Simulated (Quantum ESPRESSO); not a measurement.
# LiH (Fm-3m): phonons against volume, part 4 of 8

Wanted: mode Grüneisen parameters of LiH and a free-energy fit over volumes.

Experimental results on record:
- heat capacity C_P per formula unit 28.1 J/mol/K and bulk modulus 33.7 GPa near room temperature (given in “High-Throughput Prediction of Finite-Temperature Properties using the Quasi-Harmonic Approximation”, 2016, arXiv:1603.06924)

Quantum ESPRESSO 7.5; DFT LDA, scalar-relativistic, plane waves, GBRV ultrasoft pseudopotentials.

So far. Step 3 (Relaxation): After the last step pw.x solved the final cell once more on a basis chosen for it, which moves the energy without moving the atoms. Step 4 (Self-consistent run): On a basis chosen for the relaxed cell the pressure is -0.0030 GPa, small enough for phonons.

The database entry behind the starting cell differs from later determinations by our own check (the deuteride, about 0.2 % short), so it need not match the best structure at ambient conditions.

## Step 5: Born charges and dielectric tensor

In a polar crystal the Born charges and ε∞ give the long-range dipole term that a finite supercell misses. They are those of this k-mesh and were not tested on a denser one; where the gap is small they converge slowly, and the LO modes with them.

ph.in reads:

```
phonons
 &inputph
    prefix='x',
    outdir='./tmp',
    fildyn='x.dyn',
    tr2_ph=1.0d-18,
    epsil=.true.,
 /
0.000000000 0.000000000 0.000000000
```

scf.in reads:

```
 &control
    calculation='scf',
    prefix='x',
    outdir='./tmp',
    pseudo_dir='./pseudo',
    tprnfor=.true.,
    tstress=.true.,
 /
 &system
    ibrav=0,
    nat=2,
    ntyp=2,
    ecutwfc=45.0,
    ecutrho=270.0,
    occupations='fixed',
    nbnd=4,
 /
 &electrons
    conv_thr=1.0d-12,
    mixing_beta=0.7,
    electron_maxstep=100,
 /
ATOMIC_SPECIES
 Li      6.9400  Li.upf
 H       1.0080  H.upf
CELL_PARAMETERS angstrom
     0.000000000    1.955100079    1.955100079
     1.955100079    0.000000000    1.955100079
     1.955100079    1.955100079    0.000000000
ATOMIC_POSITIONS crystal
 Li     0.000000000   0.000000000   0.000000000
 H      0.500000000   0.500000000   0.500000000
K_POINTS automatic
 10 10 10 0 0 0
```

On the command line:

```
OMP_NUM_THREADS=1 mpirun -n 8 ph.x -nk 8 -in ph.in > ph.out
```

What it wrote:

```text
[banner, memory and clock lines left out]
Program PHONON v.7.5

     ./tmp/x.save/

     IMPORTANT: XC functional enforced from input :
     Exchange-correlation= PZ
                           (   1   1   0   0   0   0   0)
     Any further DFT definition will be discarded
     Please, verify this is what you really want

     G-vector sticks info

     Reading collected, re-writing distributed wavefunctions in ./tmp/

     Number and degeneracy of irreps per q-point
       N         xq(1)         xq(2)         xq(3)   N irreps
       1   0.000000000   0.000000000   0.000000000       2
        3   3

     Calculation of q =    0.0000000   0.0000000   0.0000000

     phonons

     bravais-lattice index     =            0
     lattice parameter (alat)  =       5.2250  a.u.
     unit-cell volume          =     100.8634 (a.u.)^3
     number of atoms/cell      =            2
     number of atomic types    =            2
     kinetic-energy cut-off    =      45.0000  Ry
     charge density cut-off    =     270.0000  Ry
     convergence threshold     =      1.0E-18
     beta                      =       0.7000
     number of iterations used =            4
     Exchange-correlation= PZ
                           (   1   1   0   0   0   0   0)

     celldm(1)=    5.22496  celldm(2)=    0.00000  celldm(3)=    0.00000
     celldm(4)=    0.00000  celldm(5)=    0.00000  celldm(6)=    0.00000

     crystal axes: (cart. coord. in units of alat)
               a(1) = (  0.0000  0.7071  0.7071 )
               a(2) = (  0.7071  0.0000  0.7071 )
               a(3) = (  0.7071  0.7071  0.0000 )

     reciprocal axes: (cart. coord. in units 2 pi/alat)
               b(1) = ( -0.7071  0.7071  0.7071 )
               b(2) = (  0.7071 -0.7071  0.7071 )
               b(3) = (  0.7071  0.7071 -0.7071 )

     Atoms inside the unit cell:

     Cartesian axes

     site n.  atom      mass           positions (alat units)
        1  Li      6.9400   tau(    1) = (    0.00000    0.00000    0.00000  )
        2  H       1.0080   tau(    2) = (    0.70711    0.70711    0.70711  )

     Computing dynamical matrix for
                    q = (   0.0000000   0.0000000   0.0000000 )

     49 Sym.Ops. (with q -> -q+G )

     G cutoff =  186.7109  (   7631 G-vectors)     FFT grid: ( 27, 27, 27)
     G cutoff =  124.4740  (   4111 G-vectors)  smooth grid: ( 24, 24, 24)
     number of k points=    47
                       cart. coord. in units 2pi/alat
        k(    1) = (   0.0000000   0.0000000   0.0000000), wk =   0.0020000
        k(    2) = (   0.0707107   0.0707107  -0.0707107), wk =   0.0160000
        k(    3) = (   0.1414214   0.1414214  -0.1414214), wk =   0.0160000
        k(    4) = (   0.2121320   0.2121320  -0.2121320), wk =   0.0160000
        k(    5) = (   0.2828427   0.2828427  -0.2828427), wk =   0.0160000
        k(    6) = (  -0.3535534  -0.3535534   0.3535534), wk =   0.0080000
        k(    7) = (   0.1414214  -0.0000000   0.0000000), wk =   0.0120000
        k(    8) = (   0.2121320   0.0707107  -0.0707107), wk =   0.0480000
        k(    9) = (   0.2828427   0.1414214  -0.1414214), wk =   0.0480000
        k(   10) = (   0.3535534   0.2121320  -0.2121320), wk =   0.0480000
        k(   11) = (  -0.2828427  -0.4242641   0.4242641), wk =   0.0480000
        k(   12) = (  -0.2121320  -0.3535534   0.3535534), wk =   0.0480000
        k(   13) = (  -0.1414214  -0.2828427   0.2828427), wk =   0.0480000
        k(   14) = (  -0.0707107  -0.2121320   0.2121320), wk =   0.0480000
        k(   15) = (   0.0000000  -0.1414214   0.1414214), wk =   0.0240000
        k(   16) = (   0.2828427  -0.0000000   0.0000000), wk =   0.0120000
[...]
k(   40) = (   0.0000000  -0.2828427   0.4242641), wk =   0.0480000
        k(   41) = (  -0.1414214  -0.5656854   0.7071068), wk =   0.0480000
        k(   42) = (  -0.0707107  -0.4949747   0.6363961), wk =   0.0960000
        k(   43) = (   0.0000000  -0.4242641   0.5656854), wk =   0.0480000
        k(   44) = (  -0.7071068   0.1414214   0.0000000), wk =   0.0240000
        k(   45) = (  -0.1414214  -0.4242641   0.7071068), wk =   0.0480000
        k(   46) = (  -0.0707107  -0.3535534   0.6363961), wk =   0.0480000
        k(   47) = (  -0.7071068   0.2828427   0.0000000), wk =   0.0240000

     PseudoPot. # 1 for Li read from file:
     ./pseudo/Li.upf
     Pseudo is Ultrasoft, Zval =  3.0
     Using radial grid of  751 points,  5 beta functions with:
                l(1) =   0
                l(2) =   0
                l(3) =   0
                l(4) =   1
                l(5) =   1
     Q(r) pseudized with 10 coefficients,  rinner =    1.150   1.150   1.150

     PseudoPot. # 2 for H  read from file:
     ./pseudo/H.upf
     Pseudo is Ultrasoft, Zval =  1.0
     Using radial grid of  615 points,  2 beta functions with:
                l(1) =   0
                l(2) =   0
     Q(r) pseudized with  8 coefficients,  rinner =    0.700

     Mode symmetry, O_h (m-3m)  point group:

     Electric field:
     Dielectric constant
     Born effective charges as d Force / d E

     Atomic displacements:
     There are    2 irreducible representations

     Representation     1      3 modes -  To be done

     Representation     2      3 modes -  To be done

     Alpha used in Ewald sum =   2.8000

     Electric Fields Calculation

      thresh= 1.000E-02 alpha_mix =  0.700 |ddv_scf|^2 =  3.605E-08

      thresh= 1.899E-05 alpha_mix =  0.700 |ddv_scf|^2 =  1.740E-09

      thresh= 4.172E-06 alpha_mix =  0.700 |ddv_scf|^2 =  1.221E-11

      thresh= 3.494E-07 alpha_mix =  0.700 |ddv_scf|^2 =  1.517E-14

      thresh= 1.232E-08 alpha_mix =  0.700 |ddv_scf|^2 =  9.617E-17

      thresh= 9.807E-10 alpha_mix =  0.700 |ddv_scf|^2 =  3.801E-19

     End of electric fields calculation

          Dielectric constant in cartesian axis

          (       5.063870467      -0.000000000      -0.000000000 )
          (      -0.000000000       5.063870467       0.000000000 )
          (       0.000000000       0.000000000       5.063870467 )

          Effective charges (d Force / dE) in cartesian axis without acoustic sum rule applied (asr)

           atom    1  Li    Mean Z*:        1.02296
      Ex  (        1.02296       -0.00000       -0.00000 )
      Ey  (       -0.00000        1.02296        0.00000 )
      Ez  (        0.00000       -0.00000        1.02296 )
           atom    2  H     Mean Z*:       -1.03109
      Ex  (       -1.03109        0.00000        0.00000 )
      Ey  (        0.00000       -1.03109        0.00000 )
      Ez  (        0.00000        0.00000       -1.03109 )

          Effective charges Sum: Mean:       -0.00813
             -0.00813        0.00000        0.00000
             -0.00000       -0.00813        0.00000
              0.00000        0.00000       -0.00813

          Effective charges (d Force / dE) in cartesian axis with asr applied:
           atom    1  Li    Mean Z*:        1.02703
      E*x (        1.02703       -0.00000       -0.00000 )
      E*y (       -0.00000        1.02703       -0.00000 )
      E*z (       -0.00000       -0.00000        1.02703 )
           atom    2  H     Mean Z*:       -1.02703
      E*x (       -1.02703        0.00000        0.00000 )
      E*y (        0.00000       -1.02703        0.00000 )
      E*z (        0.00000        0.00000       -1.02703 )

     Representation #   1 modes #   1   2   3

     Self-consistent Calculation

      thresh= 1.000E-02 alpha_mix =  0.700 |ddv_scf|^2 =  1.064E-08

      thresh= 1.031E-05 alpha_mix =  0.700 |ddv_scf|^2 =  4.474E-10

      thresh= 2.115E-06 alpha_mix =  0.700 |ddv_scf|^2 =  9.372E-13

      thresh= 9.681E-08 alpha_mix =  0.700 |ddv_scf|^2 =  3.030E-15

      thresh= 5.504E-09 alpha_mix =  0.700 |ddv_scf|^2 =  3.901E-17

      thresh= 6.246E-10 alpha_mix =  0.700 |ddv_scf|^2 =  2.505E-19

     End of self-consistent calculation

     Convergence has been achieved

     Representation #   2 modes #   4   5   6

     Self-consistent Calculation

      thresh= 1.000E-02 alpha_mix =  0.700 |ddv_scf|^2 =  4.223E-07

      thresh= 6.499E-05 alpha_mix =  0.700 |ddv_scf|^2 =  2.013E-08

      thresh= 1.419E-05 alpha_mix =  0.700 |ddv_scf|^2 =  2.331E-11

      thresh= 4.828E-07 alpha_mix =  0.700 |ddv_scf|^2 =  6.099E-14

      thresh= 2.470E-08 alpha_mix =  0.700 |ddv_scf|^2 =  1.646E-15

      thresh= 4.058E-09 alpha_mix =  0.700 |ddv_scf|^2 =  3.105E-18

      thresh= 1.762E-10 alpha_mix =  0.700 |ddv_scf|^2 =  7.941E-22

     End of self-consistent calculation

     Convergence has been achieved

     Number of q in the star =    1
     List of q in the star:
          1   0.000000000   0.000000000   0.000000000

          Dielectric constant in cartesian axis

          (       5.063870467      -0.000000000      -0.000000000 )
          (      -0.000000000       5.063870467       0.000000000 )
          (       0.000000000       0.000000000       5.063870467 )

          Effective charges (d Force / dE) in cartesian axis without acoustic sum rule applied (asr)

           atom    1  Li    Mean Z*:        1.02296
      Ex  (        1.02296       -0.00000       -0.00000 )
      Ey  (       -0.00000        1.02296        0.00000 )
      Ez  (        0.00000       -0.00000        1.02296 )
           atom    2  H     Mean Z*:       -1.03109
      Ex  (       -1.03109        0.00000        0.00000 )
      Ey  (        0.00000       -1.03109        0.00000 )
      Ez  (        0.00000        0.00000       -1.03109 )

          Effective charges Sum: Mean:       -0.00813
             -0.00813        0.00000        0.00000
             -0.00000       -0.00813        0.00000
              0.00000        0.00000       -0.00813

          Effective charges (d Force / dE) in cartesian axis with asr applied:
           atom    1  Li    Mean Z*:        1.02703
      E*x (        1.02703       -0.00000       -0.00000 )
      E*y (       -0.00000        1.02703       -0.00000 )
      E*z (       -0.00000       -0.00000        1.02703 )
           atom    2  H     Mean Z*:       -1.02703
      E*x (       -1.02703        0.00000        0.00000 )
      E*y (        0.00000       -1.02703        0.00000 )
      E*z (        0.00000        0.00000       -1.02703 )

     Diagonalizing the dynamical matrix

     q = (    0.000000000   0.000000000   0.000000000 )

 **************************************************************************
     freq (    1) =      -0.433763 [THz] =     -14.468784 [cm-1]
     freq (    2) =      -0.433763 [THz] =     -14.468784 [cm-1]
     freq (    3) =      -0.433763 [THz] =     -14.468784 [cm-1]
     freq (    4) =      19.427366 [THz] =     648.027177 [cm-1]
     freq (    5) =      19.427366 [THz] =     648.027177 [cm-1]
     freq (    6) =      19.427366 [THz] =     648.027177 [cm-1]
 **************************************************************************

     Mode symmetry, O_h (m-3m)  point group:

     freq (   1-   3) =        -14.5  [cm-1]   --> T_1u G_15  G_4- I
     freq (   4-   6) =        648.0  [cm-1]   --> T_1u G_15  G_4- I
```

Run time: 3.8 s. Hardware: 8 MPI ranks of Arm Neoverse V2, shared host.

This step gave:

```yaml
gamma_frequencies: -14.47, -14.47, -14.47, 648.0, 648.0, 648.0 cm⁻¹ (negative: imaginary)
gamma_symmetry: T_1u G_15 G_4- I, T_1u G_15 G_4- I, T_1u G_15 G_4- I, T_1u G_15 G_4- I, T_1u G_15 G_4- I, T_1u G_15 G_4- I
```

ε∞:

```
5.06 0.00 0.00
0.00 5.06 0.00
0.00 0.00 5.06
```

Born charge (rows field, columns displacement), before the sum rule (e), principal values of the symmetric part by kind of site:

```
atom  atoms with these values    low  middle   high   mean
 Li1                        1   1.02    1.02   1.02   1.02
  H2                        1  -1.03   -1.03  -1.03  -1.03
```

In full for Li1:

```
1.02 0.00 0.00
0.00 1.02 0.00
0.00 0.00 1.02
```

The Born charges sum to zero within 0.0081 e; the rest is removed before use. Acoustic frequencies in this log differ from zero by the error of the sum rule, which ph.x does not impose.

(Part 4 of 8 ends here.)

[Logs are printed without paths, hosts, clocks, repeated set-up lines and the standing remarks that a program may print on its own settings, such as how far it seeks lower states.]

[Hosts, paths, dates, database ids (printed as entryN), source tags and the programs' standing remarks are cut or masked in the printed files.]

[A step with changed settings may run another functional than the one named; its input shows which.]

[Of the runs on displaced cells, only some may be shown.]
